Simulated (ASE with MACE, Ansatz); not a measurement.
# Σ9 (221)[1-10] symmetric tilt boundary in Ge (76 atoms): boundary energy

What is the boundary energy of this cell, counted against the bulk crystal, and how far does it hang on functional and mesh?

Calculated with Ansatz 0.2.0: Kohn-Sham DFT, PBE, PAW (set soft_2), plane waves; cutoff 420 eV, fermi-dirac smearing of 0.025 eV.

**The cells**

The cell holds 76 atoms: 76 Ge. Cell: a = 8.146 Å, b = 12.219 Å, c = 18.302 Å, α = 90.0°, β = 90.0°, γ = 90.0°. It derives from Ge. The starting structure: Two grains of Ge, one the mirror image of the other in the boundary plane, two boundaries a cell; of 6 trial joints (lateral shifts, openings, close atoms taken out) the lowest after a short relaxation with the MACE-MP-0b2 potential was kept (shift [0, 0] of the surface cell, opening 0.00 Å, one of each pair under 1.49 Å removed), then its atoms and the cell's length along the normal were relaxed with that potential. Lattice constants are starting values near those of PBE.

The bulk reference is Ge8 in a cell of 8 atoms, 23.888 Å³ an atom.

The input of the single point on the relaxed cell:

```yaml
crystal:
  lattice:
    - [8.14587, 0.0, 0.0]
    - [0.0, 12.21881, 0.0]
    - [0.0, 0.0, 18.30194]
  atoms:
    - { symbol: Ge, position: [1.0, 0.39384, 0.01264] }
    - { symbol: Ge, position: [0.0, 0.0245, 0.98284] }
    - { symbol: Ge, position: [0.25, 0.28596, 0.04032] }
    - { symbol: Ge, position: [0.25, 0.78574, 0.06769] }
    [... 70 atom lines left out ...]
    - { symbol: Ge, position: [0.5, 0.82678, 0.59295] }
    - { symbol: Ge, position: [0.75, 0.93208, 0.56552] }
kpoints:
  mp_grid: { grid: [4, 2, 2] }
hamiltonian:
  xc: pbe
scf:
  occupations: { method: fermi_dirac, width: 0.025 }
output:
  forces: true
  stress: true
  populations: true
  dos:
    method: { smearing: { sigma: 0.08 } }
    de: 0.1
    projected:
      site_lists:
        Ge: [Ge]
        lower_grain: [... 42 sites ...]
        upper_grain: [... 34 sites ...]
  eigenvalues: true
  write_density: true
  write_potential: true
  volumetric_format: npy
```

```
                                            cell  formula                    k-mesh  relaxation steps  gain on relaxing (eV)  free energy, PBE (eV)  time of its runs on this page
Sigma9 (221)[1-10] symmetric tilt boundary in Ge     Ge76  4×2×2 (relaxed on 2×1×1)                 3                   0.33            -326413.932                           31 s
                                         bulk Ge      Ge8                  10×10×10                 -                      -             -34359.874                          5.1 s
```

**Boundary energy**

The excess is the cell's free energy less 9.5 times that of the bulk cell. It is divided by twice the area, as the cell holds two boundaries, so the value is their mean, and they need not be alike (99.53 Å²), with 1 eV/Å² = 16.022 J/m².

```
           level  k-mesh  excess (eV)  boundary energy (J/m²)  per area (meV/Å²)
             PBE   4×2×2        4.866                   0.392               24.4
PBE, denser mesh   5×3×2        4.802                   0.387               24.1
          PBEsol   4×2×2        4.555                   0.367               22.9
```

Worked for the first row at PBE: (-326413.932) − 9.5 × (-34359.874) = 4.866 eV (from unrounded energies).

Then 4.866 / (2 × 99.53) × 16.022 = 0.392 J/m².

**Neighbours**

Bonds by pair of elements; cutoffs follow the first minimum of g(r), held within bounds set by covalent radii, and pairs that aren't listed don't count as bonded:

```csv
pair A-B,cutoff (Å),bonds,mean length (Å),spread (Å),shortest (Å),B about A,A about B
Ge-Ge,2.98,152,2.49,0.049,2.38,4,4
```

How many atoms have how many bonded neighbours:

```csv
element,mean,4
Ge,4,76
```

**Findings**

At PBE the boundary energy is 0.39 J/m². At the same geometries the levels give 0.37 (PBEsol) to 0.39 J/m² (PBE) and the denser mesh leaves it within 0.01 J/m². Relaxing the atoms lowered it by 0.026 J/m² from the start (on the 2×1×1 mesh of the relaxation), and the farthest atom moved 0.09 Å. By these cutoffs every atom has the count of neighbours that is commonest for its element.

Limits: The cell edges were held, so the lattice is the typed one for every functional, and the length along the normal is the one that the machine-learned potential gave. Cell and bulk are sampled on unlike meshes, and the error grows with the number of atoms subtracted. The joint was picked among a few trials by a machine-learned potential, and a lower one may exist.

[Logs are printed without paths, hosts, clocks, repeated set-up lines and the standing remarks that a program may print on its own settings, such as how far it seeks lower states.]

[Hosts, paths, dates, database ids (printed as entryN), source tags and the programs' standing remarks are cut or masked in the printed files.]
